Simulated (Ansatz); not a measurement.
# Elastic response of void in Rb2H4Pd (98 atoms): runs compared

Aim: relax void in Rb2H4Pd (98 atoms), then change its volume and shape to read moduli from the stress.

Computed with Ansatz 0.2.0: Kohn-Sham DFT, r2SCAN, PAW (set soft_2), plane waves.

## Step 1: The cell as built

The cell holds 98 atoms: 28 Rb, 56 H and 14 Pd. Its edges and angles: a = 11.654 Å, b = 11.654 Å, c = 16.990 Å, α = 90.0°, β = 90.0°, γ = 90.0°. It derives from Rb2H4Pd (P4_2/mnm, COD entry), repeated 2×2×2. P4_2/mnm (COD entry) Rb2H4Pd (cell 5.827, 5.827, 8.495, 90, 90, 90), 2 x 2 x 2 conventional cells, the 4 Rb, 8 H, 2 Pd nearest the centre removed; not relaxed, displaced by a Gaussian of 0.02 Å. Nearest the centre at fractional (0.520, 0.540, 0.507): Rb44 at 3.77 Å, Rb31 at 3.90 Å, Rb68 at 3.92 Å, Rb55 at 4.05 Å, H73 at 4.69 Å, H48 at 4.74 Å, H37 at 4.81 Å, H74 at 4.92 Å.

What the set-up can't give: The main run has no spin polarisation, so any moments at edges, vacancies or dangling bonds can't form in it. The Brillouin zone is sampled at Γ only.

## Step 2: The reference run

The reference is a single point at the end of the relaxation.

Every strained cell starts from the geometry of this run, and its atoms are relaxed with the cell held.

Its input, with most atom lines left out:

```yaml
crystal:
  lattice:
    - [11.72807, -0.10269, 0.11388]
    - [-0.10269, 11.82072, 0.02087]
    - [0.16602, 0.03042, 16.92853]
  atoms:
    - { symbol: Rb, position: [0.99512, 0.25071, 0.1274] }
    - { symbol: Rb, position: [0.9879, 0.26097, 0.37677] }
    - { symbol: Rb, position: [0.24706, 0.00561, 0.12544] }
    - { symbol: Rb, position: [0.2715, 0.99062, 0.35965] }
    - { symbol: H, position: [0.09559, 0.09591, 0.0008] }
    - { symbol: H, position: [0.40947, 0.40852, 0.00165] }
    - { symbol: H, position: [0.14488, 0.36154, 0.25157] }
    [... atom lines 8 to 98 left out ...]
kpoints:
  mp_grid: { grid: [1, 1, 1] }
hamiltonian:
  xc: r2scan
scf:
  occupations: { method: gaussian, width: 0.05 }
output:
  forces: true
  stress: true
  populations: true
  dos:
    method: { smearing: { sigma: 0.1 } }
    de: 0.1
    projected: { site_lists: { H: [H], Pd: [Pd], Rb: [Rb] } }
  eigenvalues: true
  write_density: true
  write_potential: true
  volumetric_format: npy
  elf: true
```

| Property | Result |
| --- | --- |
| free energy per atom | -1943.9139 eV/atom |
| r.m.s. force component | 0.00612 eV/Å |
| pressure | -0.003894 GPa |

Filled and empty levels are parted by 0.934 eV at Γ alone; the mesh holds the band edges only if they fold onto it, so the gap at this level can be narrower or closed, while semilocal functionals tend to narrow gaps against experiment.

## Step 3: The runs

Each row is one run, on 8 threads of Intel Xeon at 2.70GHz, shared host. The free energy is the program's total, comparable only between runs with the same functional, potentials and atoms.

| run | atoms | outcome | ionic steps, all passes | free energy (eV) | time | host memory (GiB) |
| --- | --- | --- | --- | --- | --- | --- |
| Single point at the start | 98 | converged | - | -190498.268 | 93 s | 6.2 |
| Cell and atoms relaxed | 98 | converged | 30 | -190503.559 | 21 min | 6.1 |
| Single point at the relaxed geometry | 98 | converged | - | -190503.559 | 70 s | 6.2 |
| Volume -3 % | 98 | converged | 3 | -190503.497 | 2.8 min | 6.1 |
| Volume +3 % | 98 | converged | 3 | -190503.503 | 2.8 min | 6.3 |
| Volume -6 % | 98 | converged | 17 | -190503.397 | 11 min | 6.1 |
| Volume +6 % | 98 | converged | 7 | -190503.363 | 5.9 min | 6.5 |
| Volume -10 % | 98 | converged | 14 | -190502.935 | 9.1 min | 5.8 |
| Stretched by 1 % along x | 98 | converged | 2 | -190503.548 | 1.8 min | 6.2 |
| Compressed by 1 % along x | 98 | converged | 2 | -190503.547 | 1.8 min | 6.2 |
| Sheared by 2 % in xy | 98 | converged | 2 | -190503.543 | 1.8 min | 6.2 |

In some runs the program notes that the exchange-correlation potential is rough where the density is thin and the SCF threshold is loose for the stress.

## Step 4: Pressure against volume

Atoms are relaxed at each volume, in the scaled cell.

| volume change (%) | volume (Å³/atom) | energy change (meV/atom) | pressure (GPa) | largest move on relaxing (Å) | bonds | gap (eV) |
| --- | --- | --- | --- | --- | --- | --- |
| -10 | 21.549 | 6.37 | 1.03 | 1.64 | 264 | 1.15 |
| -6 | 22.507 | 1.66 | 0.55 | 1.54 | 263 | 1.15 |
| -3 | 23.225 | 0.64 | 0.28 | 0.08 | 262 | 0.933 |
| +0 | 23.944 | 0.00 | 0.00 | - | 262 | 0.934 |
| +3 | 24.662 | 0.57 | -0.25 | 0.08 | 262 | 0.929 |
| +6 | 25.380 | 2.01 | -0.43 | 0.40 | 261 | 0.937 |

## Step 5: Uniaxial strain and shear

Stress (GPa, compression positive) less that of the relaxed cell, atoms relaxed:

| strain | xx | yy | zz | xy | energy change (meV/atom) |
| --- | --- | --- | --- | --- | --- |
| stretched by 1 % along x | -0.111 | -0.053 | -0.045 | 0.002 | 0.11 |
| compressed by 1 % along x | 0.140 | 0.076 | 0.046 | -0.002 | 0.13 |
| sheared by 2 % in xy | 0.026 | 0.019 | 0.003 | -0.076 | 0.17 |

## Step 6: Outcome

The bulk modulus, from the slope of pressure against ln V over the three points nearest the relaxed volume, is 8.78 GPa; between neighbouring points the slope runs 11, 8.4, 9.4, 8.2 and 6.5 GPa from the smallest volume up, without a steady fall, so no pressure derivative is given. The count of bonds runs from 261 to 264 over the series, so at some points contacts cross the cutoffs. At -10 % and -6 % some atom moved by over 0.5 Å on relaxing, so those points may sit in another local minimum. The gap goes from 1.15 eV at the smallest volume to 0.937 eV at the largest, not monotonically (lowest 0.929, highest 1.15 eV), on the run's k-points. In the Cartesian axes of the cell, finite differences give C11 = 12.5, C12 = 6.45, C13 = 4.55 and C66 = 3.80 GPa (the shear of 2 % is the engineering strain, εxy = 0.01).

**Limits.** Strains are finite and relaxations stop at the force tolerance of the input, which can leave moduli too stiff; they are those of a static cell at zero temperature. Volumes are changed with the cell's shape held, so in an anisotropic solid the modulus lies over the one under free hydrostatic load. The program notes that the SCF threshold of the relaxations is loose for the stress.

The DFT runs together took 61 min of wall time.

[Logs are printed without paths, hosts, clocks, repeated set-up lines and the standing remarks that a program may print on its own settings, such as how far it seeks lower states.]

[Hosts, paths, dates, database ids (printed as entryN), source tags and the programs' standing remarks are cut or masked in the printed files.]
